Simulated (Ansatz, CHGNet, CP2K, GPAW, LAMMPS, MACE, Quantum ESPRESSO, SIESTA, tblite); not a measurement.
## Finding the fault: CP2K, liquid 68SiO2-16Al2O3-8K2O-8MgO (mol %) at 2500 K (81 atoms)

Program: CP2K 2026.2, a calculation on a cell of 17 Si, 8 Al, 4 K, 2 Mg and 50 O, 13.3 Å³ an atom.

Contents of input.inp:

```
&GLOBAL
  PROJECT cell
  RUN_TYPE ENERGY_FORCE
  PRINT_LEVEL LOW
&END GLOBAL
&FORCE_EVAL
  METHOD QS
  STRESS_TENSOR ANALYTICAL
  &DFT
    BASIS_SET_FILE_NAME BASIS_MOLOPT
    POTENTIAL_FILE_NAME GTH_POTENTIALS
    &MGRID
      CUTOFF 1200
      REL_CUTOFF 60
      NGRIDS 5
    &END MGRID
    &QS
      EPS_DEFAULT 1.0E-12
    &END QS
    &SCF
      SCF_GUESS ATOMIC
      EPS_SCF 1.0E-06
      MAX_SCF 3
      &OT
        MINIMIZER CG
        PRECONDITIONER FULL_ALL
        ENERGY_GAP 0.001
      &END OT
      &PRINT
        &RESTART OFF
        &END RESTART
      &END PRINT
    &END SCF
    &XC
      &XC_FUNCTIONAL PBE
      &END XC_FUNCTIONAL
    &END XC
    &PRINT
      &MULLIKEN ON
      &END MULLIKEN
      &HIRSHFELD ON
        SHAPE_FUNCTION DENSITY
      &END HIRSHFELD
      &MO_CUBES
        NHOMO 1
        NLUMO 4
        WRITE_CUBE F
      &END MO_CUBES
    &END PRINT
  &END DFT
  &SUBSYS
    &CELL
      A 10.24123 0.00000 0.00000
      B 0.00000 10.24123 0.00000
      C 0.00000 0.00000 10.24123
    &END CELL
    &COORD
      SCALED
      Si 0.09210 0.87304 0.72100
      Si 0.19209 0.61509 0.85193
      Si 0.11290 0.25412 0.05718
      Si 0.43275 0.14689 0.34713
      Si 0.25872 0.77628 0.12238
      Si 0.10416 0.33704 0.39737
      Si 0.51844 0.91822 0.86488
      Si 0.59543 0.34079 0.52934
      Si 0.01873 0.04513 0.25269
      Si 0.56062 0.92923 0.16264
[... 67 atom lines left out ...]
      O 0.80709 0.83990 0.46340
      O 0.95642 0.86328 0.65066
      O 0.12650 0.41352 0.27119
      O 0.61138 0.98578 0.75294
    &END COORD
    &KIND Si
      BASIS_SET DZVP-MOLOPT-SR-GTH-q4
      POTENTIAL GTH-PBE-q4
    &END KIND
    &KIND Al
      BASIS_SET DZVP-MOLOPT-SR-GTH-q3
      POTENTIAL GTH-PBE-q3
    &END KIND
    &KIND K
      BASIS_SET DZVP-MOLOPT-SR-GTH-q9
      POTENTIAL GTH-PBE-q9
    &END KIND
    &KIND Mg
      BASIS_SET DZVP-MOLOPT-SR-GTH-q10
      POTENTIAL GTH-PBE-q10
    &END KIND
    &KIND O
      BASIS_SET DZVP-MOLOPT-SR-GTH-q6
      POTENTIAL GTH-PBE-q6
    &END KIND
  &END SUBSYS
  &PRINT
    &FORCES ON
    &END FORCES
    &STRESS_TENSOR ON
    &END STRESS_TENSOR
  &END PRINT
&END FORCE_EVAL
```

Started as:

```sh
$ OMP_NUM_THREADS=1 mpirun -np 4 cp2k.psmp -i input.inp > output.txt
```

Numbers of over 12 decimals in the logs are rounded to 6 here.

Output:

```text
CP2K| version string:                                       CP2K version 2026.2
 CP2K| Input file name                                                 input.inp
 GLOBAL| Basis set file name                                        BASIS_MOLOPT
 GLOBAL| Potential file name                                      GTH_POTENTIALS
 GLOBAL| Run type                                                   ENERGY_FORCE
 GLOBAL| Total number of message passing processes                             4
 GLOBAL| Number of threads for this process                                    1
 TOTAL NUMBERS AND MAXIMUM NUMBERS
  Total number of            - Atomic kinds:                                   5
                             - Atoms:                                         81
                             - Shell sets:                                    81
                             - Shells:                                       409
                             - Primitive Cartesian functions:                388
                             - Cartesian basis functions:                   1128
                             - Spherical basis functions:                   1049
  Maximum angular momentum of- Orbital basis functions:                        2
                             - Local part of the GTH pseudopotential:          2
                             - Non-local part of the GTH pseudopotential:      3
 SCF PARAMETERS         Density guess:                                    ATOMIC
                        max_scf:                                               3
                        eps_scf:                                        1.00E-06
 Extrapolation method: initial_guess
 Number of electrons:                                                        448
 Number of occupied orbitals:                                                224
 Number of molecular orbitals:                                               224
 Number of orbital functions:                                               1049
 Number of independent orbital functions:                                   1049
 SCF WAVEFUNCTION OPTIMIZATION
  ----------------------------------- OT ---------------------------------------
  Minimizer      : CG                  : conjugate gradient
  Preconditioner : FULL_ALL            : diagonalization, state selective
  Precond_solver : DEFAULT
  Line search    : 2PNT                : 2 energies, one gradient
  stepsize       :    0.15000000                  energy_gap     :    0.00100000
  eps_taylor     :   0.10000E-15                  max_taylor     :             4
  ----------------------------------- OT ---------------------------------------
  Step     Update method      Time    Convergence         Total energy    Change
     1 OT CG       0.15E+00    3.9     0.03414913     -1098.7471312861 -1.10E+03
     - OT LS       0.14E+00    1.9                    -1117.9668027012
     2 OT CG       0.14E+00    4.3     0.03001351     -1118.0493571873 -1.93E+01
     - OT LS       0.59E-01    1.9                    -1112.2537680373
     3 OT CG       0.59E-01    4.5     0.01462001     -1122.8286855271 -4.78E+00
  Leaving inner SCF loop after reaching     3 steps.
  Electronic density on regular grids:       -448.0000000012       -0.0000000012
  Core density on regular grids:              447.9999999997       -0.0000000003
  Total charge density on r-space grids:       -0.0000000015
  Total charge density g-space grids:          -0.0000000015
  Overlap energy of the core charge distribution:               7.5237e-06
  Self energy of the core charge distribution:              -2817.021584
  Core Hamiltonian energy:                                    800.238988
  Hartree energy:                                            1135.698614
  Exchange-correlation energy:                               -241.744711
  Total energy:                                             -1122.828686
 *   ___                                                                       *
 *  /   \                                                                      *
 * [ABORT]                                                                     *
 *  \___/     SCF run NOT converged. To continue the calculation regardless,   *
 *    |             please set the keyword IGNORE_CONVERGENCE_FAILURE.         *
 *  O/|                                                                        *
 * /| |                                                                        *
```

The job ended after 21 s (4 MPI ranks of Arm Neoverse V2, shared host; peak memory 5.2 GiB).

Banners, paths, timers and routine set-up lines are dropped from the logs unmarked, and long logs keep their key lines alone; longer cuts are marked.

**Question.** What is wrong with this input?

Too few SCF iterations: iteration limit 3.

The run ended unconverged.

[Also dropped from logs without a mark: logging warnings of Python, and SIESTA's first energy breakdown and zero terms.]

[Logs are printed without paths, hosts, clocks, repeated set-up lines and the standing remarks that a program may print on its own settings, such as how far it seeks lower states.]

[Hosts, paths, dates, database ids (printed as entryN), source tags and the programs' standing remarks are cut or masked in the printed files.]
